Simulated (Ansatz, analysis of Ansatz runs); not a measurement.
# An added electron started on Co in Na3CoO2 (P4_2/mnm)

Question: does an added electron stay on the Co atom where it is started in Na3CoO2 (P4_2/mnm), and if so, how high is the barrier for a hop to another Co site nearby? Model: a cell of 48 host atoms.

Program: Ansatz 0.2.0. Level of theory: plane-wave PAW DFT, PBEsol+U; relaxation of all atoms of a supercell at fixed charge in a uniform background; PAW set soft_1. Results are calculated unless marked as measured.

In doubt: warnings of the run leave room for a lower electronic state, so energies may not be the lowest and differences between runs may mislead.

## (1) Starting point

The cell holds 48 atoms: 24 Na, 8 Co and 16 O. Its edges and angles: a = 9.338 Å, b = 9.338 Å, c = 9.231 Å, α = 90.0°, β = 90.0°, γ = 90.0°. It derives from Na3CoO2 (space group P4_2/mnm). Nearest the centre at fractional (0.677, 0.323, 0.250): Na8 at 2.09 Å, Na10 at 2.09 Å, Co13 at 2.31 Å, Co37 at 2.31 Å, Na1 at 2.40 Å, O24 at 2.90 Å, O48 at 2.90 Å, O20 at 2.90 Å.

Hubbard terms: Co d 4.5 eV. They were chosen, not fitted, to curb self-interaction in the shells named, the trial site's among them. The two sites are Co37 and Co13. The cell's shortest repeat is 9.2 Å. The host's moments were started ferromagnetic, high spin; both sites carry the same spin direction.

## (2) The cell without the carrier

The neutral cell is relaxed first, from small random displacements, so that bond lengths and moments with the carrier can be set beside those of a relaxed cell without it.

Input file neutral.relax/input.yaml:

```yaml
crystal:
  lattice:
    - [9.33837009, 0.0, 0.0]
    - [0.0, 9.33837009, 0.0]
    - [0.0, 0.0, 9.23098123]
  atoms:
    - { symbol: Na, position: [0.858548, 0.141452, 0.25] }
    - { symbol: Na, position: [0.141452, 0.858548, 0.25] }
    - { symbol: Na, position: [0.641452, 0.641452, 0.0] }
    - { symbol: Na, position: [0.358548, 0.358548, 0.0] }
    - { symbol: Na, position: [0.974079, 0.657832, 0.0] }
    - { symbol: Na, position: [0.025921, 0.342168, 0.0] }
    - { symbol: Na, position: [0.157832, 0.525921, 0.25] }
    - { symbol: Na, position: [0.842168, 0.474079, 0.25] }
    - { symbol: Na, position: [0.342168, 0.025921, 0.0] }
    - { symbol: Na, position: [0.525921, 0.157832, 0.25] }
    - { symbol: Na, position: [0.657832, 0.974079, 0.0] }
    - { symbol: Na, position: [0.474079, 0.842168, 0.25] }
    - { symbol: Co, position: [0.676816, 0.323184, 0.0], spin: 2.0 }
    - { symbol: Co, position: [0.176816, 0.176816, 0.25], spin: 2.0 }
    - { symbol: Co, position: [0.823184, 0.823184, 0.25], spin: 2.0 }
    - { symbol: Co, position: [0.323184, 0.676816, 0.0], spin: 2.0 }
    - { symbol: O, position: [0.961219, 0.694402, 0.25] }
    - { symbol: O, position: [0.194402, 0.538781, 0.0] }
    - { symbol: O, position: [0.305598, 0.038781, 0.25] }
    - { symbol: O, position: [0.538781, 0.194402, 0.0] }
    - { symbol: O, position: [0.694402, 0.961219, 0.25] }
    - { symbol: O, position: [0.461219, 0.805598, 0.0] }
    - { symbol: O, position: [0.038781, 0.305598, 0.25] }
    - { symbol: O, position: [0.805598, 0.461219, 0.0] }
    - { symbol: Na, position: [0.858548, 0.141452, 0.75] }
    - { symbol: Na, position: [0.141452, 0.858548, 0.75] }
    - { symbol: Na, position: [0.641452, 0.641452, 0.5] }
    - { symbol: Na, position: [0.358548, 0.358548, 0.5] }
    - { symbol: Na, position: [0.974079, 0.657832, 0.5] }
    - { symbol: Na, position: [0.025921, 0.342168, 0.5] }
    - { symbol: Na, position: [0.157832, 0.525921, 0.75] }
    - { symbol: Na, position: [0.842168, 0.474079, 0.75] }
    - { symbol: Na, position: [0.342168, 0.025921, 0.5] }
    - { symbol: Na, position: [0.525921, 0.157832, 0.75] }
    - { symbol: Na, position: [0.657832, 0.974079, 0.5] }
    - { symbol: Na, position: [0.474079, 0.842168, 0.75] }
    - { symbol: Co, position: [0.676816, 0.323184, 0.5], spin: 2.0 }
    - { symbol: Co, position: [0.176816, 0.176816, 0.75], spin: 2.0 }
    - { symbol: Co, position: [0.823184, 0.823184, 0.75], spin: 2.0 }
    - { symbol: Co, position: [0.323184, 0.676816, 0.5], spin: 2.0 }
    - { symbol: O, position: [0.961219, 0.694402, 0.75] }
    - { symbol: O, position: [0.194402, 0.538781, 0.5] }
    - { symbol: O, position: [0.305598, 0.038781, 0.75] }
    - { symbol: O, position: [0.538781, 0.194402, 0.5] }
    - { symbol: O, position: [0.694402, 0.961219, 0.75] }
    - { symbol: O, position: [0.461219, 0.805598, 0.5] }
    - { symbol: O, position: [0.038781, 0.305598, 0.75] }
    - { symbol: O, position: [0.805598, 0.461219, 0.5] }
basis:
  ecutwfc: 420
  xc_grid: 2
hamiltonian:
  xc: pbesol
  hubbard:
    sites: [{ species: Co, l: d, u_eff: 4.5 }]
    projectors: ortho-atomic
  pseudopotentials: { kind: paw, azcp: { folder: soft_1 }, xc_functional: pbe }
kpoints:
  mp_grid: { grid: [1, 1, 1] }
magnetization:
  spin_polarized: true
  initial_magnetization: 16
  spin_locking: { lock_magnetization: hard }
scf:
  occupations: { method: fermi_dirac, width: 0.01 }
  max_iter: 120
  lower_state_search: "off"
output:
  forces: true
relax:
  f_tol: 0.02
  max_steps: 70
  random_displacement: { amplitude: 0.04, seed: 3614 }
checkpoint:
  write: "../neutral.relax.run"
  compress: false
  write_wavefunctions: true
  write_every: 100000
```

Launch:

```sh
$ ansatz run input.yaml --threads 8 --pin off --max-ram 18841MiB --backend cpu --events-out ev --progress --plain --runs-dir out
```

Numbers of over 12 decimals in the logs are rounded to 6 here.

Output:

```text
[... repeated set-up lines and file paths are left out, and long positions are rounded to six places ...]
Engine: ansatz 0.2.0, aarch64-unknown-linux-gnu
Pseudopotentials: kind: paw
Pseudopotential: Na, paw, valence charge 9, recommended cutoff 420 eV (normal), soft_1/Na.paw.azcp
Pseudopotential: Co, paw, valence charge 17, recommended cutoff 420 eV (normal), soft_1/Co.paw.azcp
Pseudopotential: O, paw, valence charge 6, recommended cutoff 420 eV (normal), soft_1/O.paw.azcp
Functional definition: PBEsol
  exchange = pbesol_x
  correlation = pbesol_c
Crystal: 48 atoms, lattice volume = 804.989 Å³
Basis set: ecut = 420 eV, 15719 PW (Γ), exchange–correlation on 128×128×128 points (8 copies of the dense FFT grid, shifted against one another)
Bands: 280, of which v1, the nominal top of the filled ones, is band 224 counted from 1 (223 counted from 0)
Symmetry: 1 space group operations
k-points: 1
Non-local potential: Na, projectors of the file, l = 0: 3, l = 1: 2, l = 2: 1
Non-local potential: Co, projectors of the file, l = 0: 3, l = 1: 2, l = 2: 3, l = 3: 1
Non-local potential: O, projectors of the file, l = 0: 2, l = 1: 2, l = 2: 1
PAW form: soft (Blöchl's): semilocal exchange-correlation on the pseudo side does not see the compensation charge
PAW frozen core: Na, regenerated for the run's functional, and the local potential with it (the file was generated under x = pbe(κ = 0.804, μ = 0.219515), c = pbe(β = 0.066725))
PAW frozen core: Co, regenerated for the run's functional, and the local potential with it (the file was generated under x = pbe(κ = 0.804, μ = 0.219515), c = pbe(β = 0.066725))
[...]
atom  20  O     -0.00292198     0.00782587     0.01268583
  [... 2 atoms left out ...]
  atom  23  O     -0.00408235     0.00194744    -0.00297629
  atom  24  O     -0.00004193     0.00710678    -0.00855903
  [... 12 atoms left out ...]
  atom  37  Co    -0.00340151     0.00096250    -0.00242000
  [... 6 atoms left out ...]
  atom  44  O     -0.00229787     0.00182201     0.00558794
  [... 3 atoms left out ...]
  atom  48  O     -0.00281798    -0.00095560    -0.00340221
  max |Σ_I F_I| component: 9.42e-6 eV/Å
--- Band table (eV) ---
  k-point 0 ↑: bands = ["-90.3170", "-90.3155", "-90.3149", "-90.3147", [... 272 left out ...] "12.3738", "12.5356", "12.5372", "12.5508"]
  k-point 0 ↓: bands = ["-88.0320", "-88.0304", "-88.0298", "-88.0297", [... 272 left out ...] "12.4395", "12.4960", "12.5472", "12.5487"]
Occupation matrices written to <dir>
--- Relaxed structure (4 steps of the walk, 4 accepted, 0 SCFs on fresh bases) ---
  F+E_penalty+E_count = -85134.66483731 eV   max|allowed force component| = 1.365e-2 eV/Å
  atoms:
    - { symbol: Na, position: [0.858255, 0.141543, 0.250265] }
    - { symbol: Na, position: [0.141901, 0.857906, 0.251006] }
    [... 5 atoms left out ...]
    - { symbol: Na, position: [0.842542, 0.474561, 0.250438] }
    [... 1 atom left out ...]
    - { symbol: Na, position: [0.525310, 0.156901, 0.250070] }
    [... 2 atoms left out ...]
    - { symbol: Co, position: [0.677251, 0.322532, 0.000250] }
    [... 6 atoms left out ...]
    - { symbol: O, position: [0.538243, 0.193837, -0.000238] }
    [... 2 atoms left out ...]
    - { symbol: O, position: [0.037820, 0.304865, 0.250825] }
    - { symbol: O, position: [0.805748, 0.461660, 0.000762] }
    [... 12 atoms left out ...]
    - { symbol: Co, position: [0.676944, 0.323116, 0.500456] }
    [... 6 atoms left out ...]
    - { symbol: O, position: [0.537914, 0.194448, 0.500004] }
    [... 3 atoms left out ...]
    - { symbol: O, position: [0.805450, 0.462278, 0.500742] }
[key lines of the parts left out:]
SCF converged after 20 iterations
Magnetization: 16.0000 μB (232.0000 up, 216.0000 down)
Free energy (F): -85134.664837 eV
Fermi energy:    4.794320 (↑ 4.586570, ↓ 4.881219) eV
```

Run time: 30 s. Hardware: 8 threads of Arm Neoverse V2, shared host; peak memory 1.6 GiB; 3.7 min of CPU time.

The largest displacement from an ideal site is 0.017 Å.

## (3) The electron on the first site

The nearest neighbour or neighbours of the site start displaced and the site's starting moment is changed by the carrier's spin, since a carrier doesn't trap itself in the undistorted lattice.

Input file A.relax/input.yaml:

```yaml
crystal:
  lattice:
    - [9.33837009, 0.0, 0.0]
    - [0.0, 9.33837009, 0.0]
    - [0.0, 0.0, 9.23098123]
  atoms:
    - { symbol: Na, position: [0.858255, 0.141543, 0.250265] }
    - { symbol: Na, position: [0.141901, 0.857906, 0.251006] }
    - { symbol: Na, position: [0.641944, 0.641157, -0.00043] }
    - { symbol: Na, position: [0.358413, 0.357172, 0.000142] }
    - { symbol: Na, position: [0.975264, 0.656852, 0.000611] }
    - { symbol: Na, position: [0.025623, 0.342032, 0.000637] }
    - { symbol: Na, position: [0.157255, 0.524667, 0.250486] }
    - { symbol: Na, position: [0.842542, 0.474561, 0.250438] }
    - { symbol: Na, position: [0.342812, 0.024404, 0.000358] }
    - { symbol: Na, position: [0.52531, 0.156901, 0.25007] }
    - { symbol: Na, position: [0.657643, 0.974157, 0.000425] }
    - { symbol: Na, position: [0.475067, 0.842172, 0.250132] }
    - { symbol: Co, position: [0.677251, 0.322532, 0.00025], spin: 2.0 }
    - { symbol: Co, position: [0.176964, 0.176364, 0.250527], spin: 2.0 }
    - { symbol: Co, position: [0.823212, 0.822677, 0.250459], spin: 2.0 }
    - { symbol: Co, position: [0.323227, 0.675978, 0.0003], spin: 2.0 }
    - { symbol: O, position: [0.962445, 0.694235, 0.250466] }
    - { symbol: O, position: [0.19493, 0.536643, 0.000546] }
    - { symbol: O, position: [0.305758, 0.037427, 0.249926] }
    - { symbol: O, position: [0.538243, 0.193837, -0.000238] }
    - { symbol: O, position: [0.694842, 0.961939, 0.250348] }
    - { symbol: O, position: [0.462234, 0.804687, 8.0e-05] }
    - { symbol: O, position: [0.03782, 0.304865, 0.250825] }
    - { symbol: O, position: [0.805748, 0.46166, 0.000762] }
    - { symbol: Na, position: [0.858028, 0.141524, 0.750481] }
    - { symbol: Na, position: [0.141599, 0.858305, 0.750131] }
    - { symbol: Na, position: [0.641658, 0.641766, 0.500654] }
    - { symbol: Na, position: [0.358245, 0.358013, 0.500473] }
    - { symbol: Na, position: [0.974741, 0.656881, 0.500533] }
    - { symbol: Na, position: [0.025188, 0.342443, 0.500507] }
    - { symbol: Na, position: [0.157744, 0.524918, 0.750492] }
    - { symbol: Na, position: [0.843369, 0.474325, 0.750665] }
    - { symbol: Na, position: [0.342923, 0.025212, 0.500205] }
    - { symbol: Na, position: [0.525434, 0.15692, 0.750111] }
    - { symbol: Na, position: [0.657428, 0.974625, 0.500292] }
    - { symbol: Na, position: [0.474427, 0.842671, 0.750121] }
    - { symbol: Co, position: [0.676944, 0.323116, 0.500456], spin: 1.0 }
    - { symbol: Co, position: [0.177053, 0.176639, 0.750467], spin: 2.0 }
    - { symbol: Co, position: [0.823209, 0.822625, 0.750483], spin: 2.0 }
    - { symbol: Co, position: [0.32302, 0.676752, 0.500272], spin: 2.0 }
    - { symbol: O, position: [0.962508, 0.694235, 0.750836] }
    - { symbol: O, position: [0.19466, 0.537474, 0.500452] }
    - { symbol: O, position: [0.305706, 0.037642, 0.750353] }
    - { symbol: O, position: [0.528491, 0.185667, 0.500004] }
    - { symbol: O, position: [0.694476, 0.961518, 0.750081] }
    - { symbol: O, position: [0.46201, 0.805438, 0.49986] }
    - { symbol: O, position: [0.037712, 0.304935, 0.750349] }
    - { symbol: O, position: [0.814231, 0.471702, 0.500742] }
total_charge: -1
basis:
  ecutwfc: 420
  xc_grid: 2
hamiltonian:
  xc: pbesol
  hubbard:
    sites: [{ species: Co, l: d, u_eff: 4.5 }]
    projectors: ortho-atomic
  pseudopotentials: { kind: paw, azcp: { folder: soft_1 }, xc_functional: pbe }
kpoints:
  mp_grid: { grid: [1, 1, 1] }
magnetization:
  spin_polarized: true
  initial_magnetization: 15
  spin_locking: { lock_magnetization: hard }
scf:
  occupations: { method: fermi_dirac, width: 0.01 }
  max_iter: 120
  lower_state_search: "off"
output:
  forces: true
relax:
  f_tol: 0.015
  max_steps: 70
  escape_saddle: false
checkpoint:
  write: "../A.relax.run"
  compress: false
  write_wavefunctions: true
  write_every: 100000
```

Output:

```text
[...]
Crystal: 48 atoms, lattice volume = 804.989 Å³
Basis set: ecut = 420 eV, 15719 PW (Γ), exchange–correlation on 128×128×128 points (8 copies of the dense FFT grid, shifted against one another)
Bands: 280, of which v1, the nominal top of the filled ones, is band 225 counted from 1 (224 counted from 0)
[... 1 set-up line as in the run before ...]
[...]
k-points: 1
[...]
Starting moments: Σ|m| = 15 μB on 8 of 48 sites
[...]
SCF iter   1: F=—  HF=-85144.379038 eV  |F-HF|=—  |Δ(HF+E_count)|=         —  Δρ=1.16e-1 (↑6.66e-2 ↓1.16e-1)  dr2=2.29e2  dr2_m=6.24e0  M=15.000 μB ∫|m|=16.524 μB  β_m=0.30  ethr=3.10e-3  ⟨swp⟩=6.0  Hψ=1937  notcnv=0
[...]
SCF iter  40: F=-85128.288093 eV  HF=-85128.288093 eV  |F-HF|=1.58e-7  |Δ(HF+E_count)|=   4.19e-6  Δρ=1.58e-5 (↑8.60e-6 ↓1.58e-5)  dr2=2.73e-6  dr2_m=2.61e-7  M=15.000 μB ∫|m|=19.248 μB  ethr=1.25e-9  ⟨swp⟩=3.5  Hψ=1469  notcnv=0
SCF 1 converged in 40 iterations: F = -85128.288093 eV  dr2 = 2.73e-6
[...]
relax step   1: F+E_penalty+E_count = -85128.28809315 eV  Δ(F+E_penalty+E_count) = +0.000e0 eV  max|allowed force component| = 1.002e0 eV/Å  Δτ_max = 0.0000 Å  (40 SCF iters, dr2 threshold 5.63e-6 eV, accepted)
[...]
relax step   2: F+E_penalty+E_count = -85128.39826837 eV  Δ(F+E_penalty+E_count) = -1.102e-1 eV  max|allowed force component| = 5.812e-1 eV/Å  Δτ_max = 0.0817 Å  (7 SCF iters, dr2 threshold 6.27e-5 eV, accepted)
relax step   3: F+E_penalty+E_count = -85128.40821112 eV  Δ(F+E_penalty+E_count) = -9.943e-3 eV  max|allowed force component| = 4.972e-1 eV/Å  Δτ_max = 0.0769 Å  (10 SCF iters, dr2 threshold 2.11e-5 eV, accepted)
relax step   4: F+E_penalty+E_count = -85128.44239046 eV  Δ(F+E_penalty+E_count) = -3.418e-2 eV  max|allowed force component| = 1.619e-2 eV/Å  Δτ_max = 0.0352 Å  (5 SCF iters, dr2 threshold 8.32e-5 eV, accepted)
relax step   5: F+E_penalty+E_count = -85128.44230312 eV  Δ(F+E_penalty+E_count) = +8.734e-5 eV  max|allowed force component| = 1.735e-2 eV/Å  Δτ_max = 0.0000 Å  (38 SCF iters, accepted)
relax step   6: F+E_penalty+E_count = -85128.44337982 eV  Δ(F+E_penalty+E_count) = -1.077e-3 eV  max|allowed force component| = 1.494e-2 eV/Å  Δτ_max = 0.0134 Å  (20 SCF iters, accepted)
relax step   7: F+E_penalty+E_count = -85128.44480059 eV  Δ(F+E_penalty+E_count) = -1.421e-3 eV  max|allowed force component| = 2.392e-2 eV/Å  Δτ_max = 0.0523 Å  (50 SCF iters, accepted)
SCF iter   1: F=—  HF=-85128.445092 eV  |F-HF|=—  |Δ(HF+E_count)|=         —  Δρ=5.14e-4 (↑3.90e-4 ↓5.14e-4)  dr2=5.56e-3  dr2_m=5.43e-4  M=15.000 μB ∫|m|=19.266 μB  β_m=0.30  ethr=1.41e-5  ⟨swp⟩=5.5  Hψ=1165  notcnv=0  defer=91
[...]
SCF iter  49: F=-85128.445219 eV  HF=-85128.445219 eV  |F-HF|=6.96e-8  |Δ(HF+E_count)|=   1.78e-6  Δρ=2.13e-6 (↑7.59e-7 ↓2.13e-6)  dr2=2.14e-8  dr2_m=6.99e-9  M=15.000 μB ∫|m|=19.264 μB  ethr=2.78e-12  ⟨swp⟩=4.0  Hψ=1539  notcnv=0
[...]
SCF 8 converged in 49 iterations: F = -85128.445219 eV  dr2 = 2.14e-8
relax step   8: F+E_penalty+E_count = -85128.44521891 eV  Δ(F+E_penalty+E_count) = -4.183e-4 eV  max|allowed force component| = 9.780e-3 eV/Å  Δτ_max = 0.0162 Å  (49 SCF iters, accepted)
NSCF: frozen V_eff on 1 k-points
[...]
SCF converged after 49 iterations
Magnetization: 15.0000 μB (232.0000 up, 217.0000 down)
Absolute magnetization: 19.2628 μB (∫|ρ↑−ρ↓|, with the PAW one-centre terms)
[...]
Per-site moments (μB) at R_I (Å): [(-0.00805648, 0.945642), (-0.00747454, 0.940398), (-0.00732781, 0.944349), [... 45 left out ...]
Free energy (F): -85128.445219 eV
[...]
Internal energy: -85128.445219 eV  (E = F + TS)
E sigma→0 (E₀):  -85128.445219 eV
Entropy (-TS):   -0.000000 eV (-0.000 meV/atom)
Fermi energy:    5.599451 (↑ 4.661513, ↓ 5.717204) eV
[...]
--- Forces (eV/Å), atoms counted from 1 ---
  atom   1  Na    -0.00063934     0.00001287    -0.00167739
  atom   2  Na    -0.00112983     0.00127294    -0.00106513
  [... 5 atoms left out ...]
  atom   8  Na    -0.00170183     0.00033267    -0.00455284
  [... 1 atom left out ...]
  atom  10  Na    -0.00018203     0.00147930    -0.00306138
  [... 2 atoms left out ...]
  atom  13  Co     0.00063457    -0.00385371    -0.00216526
  [... 6 atoms left out ...]
  atom  20  O     -0.00346735     0.00635684    -0.00485880
  [... 2 atoms left out ...]
  atom  23  O     -0.00228406     0.00013156     0.00427503
  atom  24  O     -0.00546917     0.00487032    -0.00302675
  [... 12 atoms left out ...]
  atom  37  Co     0.00083125    -0.00168468    -0.00122168
  [... 6 atoms left out ...]
  atom  44  O     -0.00743148    -0.00139402    -0.00441472
  [... 3 atoms left out ...]
  atom  48  O      0.00019769     0.00978025    -0.00278866
  max |Σ_I F_I| component: 9.18e-6 eV/Å
--- Band table (eV) ---
[...]
Occupation matrices written to <dir>
--- Relaxed structure (8 steps of the walk, 8 accepted, 0 SCFs on fresh bases) ---
  F+E_penalty+E_count = -85128.44521891 eV   max|allowed force component| = 9.780e-3 eV/Å
  atoms:
    - { symbol: Na, position: [0.865451, 0.134321, 0.232742] }
    - { symbol: Na, position: [0.136748, 0.862951, 0.240764] }
    [... 5 atoms left out ...]
    - { symbol: Na, position: [0.843606, 0.474052, 0.251123] }
    [... 1 atom left out ...]
    - { symbol: Na, position: [0.525644, 0.156155, 0.251150] }
    [... 2 atoms left out ...]
    - { symbol: Co, position: [0.680379, 0.319390, 0.000525] }
    [... 6 atoms left out ...]
    - { symbol: O, position: [0.539896, 0.191979, 0.000566] }
    [... 2 atoms left out ...]
    - { symbol: O, position: [0.039307, 0.306733, 0.250648] }
    - { symbol: O, position: [0.807800, 0.459844, 0.000468] }
    [... 12 atoms left out ...]
    - { symbol: Co, position: [0.677878, 0.321838, 0.500476] }
    [... 6 atoms left out ...]
    - { symbol: O, position: [0.534909, 0.190642, 0.500534] }
    [... 3 atoms left out ...]
    - { symbol: O, position: [0.809152, 0.464727, 0.500443] }
```

It took 1.9 min on 8 threads; peak memory 1.6 GiB.

Relaxation path:

```tsv
step	energy less that of the first step (eV)	largest force component (eV/Å)
1	0.0000	1.0017
2	-0.1102	0.5812
3	-0.1201	0.4972
4	-0.1543	0.0162
5	-0.1542	0.0173
6	-0.1553	0.0149
7	-0.1567	0.0239
8	-0.1571	0.0098
```

The atoms that moved most (Å):

```tsv
atom	dx	dy	dz	length
Na25	0.070	-0.067	0.163	0.190
Na1	0.067	-0.067	-0.162	0.188
Na2	-0.048	0.047	-0.095	0.116
Na26	-0.046	0.044	0.092	0.112
O48	-0.047	-0.065	-0.003	0.081
O44	0.060	0.046	0.005	0.076
Na4	0.050	0.049	-0.001	0.071
Na3	-0.043	-0.048	0.005	0.065
```

The moves above count from the input, in which the site's nearest neighbours were already displaced; the distances below compare with the cell without the carrier.

Distances from Co37 without and with the electron:

```tsv
atom	without (Å)	with (Å)
O48	1.77	1.81
O44	1.77	1.81
Na27	2.99	3.00
Na28	2.99	3.00
```

The largest changes of the moments are -0.07 μB on O44, -0.07 μB on O48 and -0.01 μB on O19. Most of the spin lies outside the atoms' spheres, and the chosen site holds little of it.

## (4) Outcome

| Property | Result |
| --- | --- |
| size of the moment change on that site | 0.00 μB |

The spheres hold only 0.4 μB of the electron's spin, none of it mainly on Co37. It may sit between the atoms or be spread. No hop was computed. The search for lower electronic states was switched off. The magnetic order was assumed and need not be the ground state. What this leaves open: sampling at the zone centre alone can move energies of charged and open-shell states by tenths of an eV or more in cells of this size; gap and trapping depend on the U chosen (Co d 4.5 eV).

[Logs are printed without paths, hosts, clocks, repeated set-up lines and the standing remarks that a program may print on its own settings, such as how far it seeks lower states.]

[Hosts, paths, dates, database ids (printed as entryN), source tags and the programs' standing remarks are cut or masked in the printed files.]
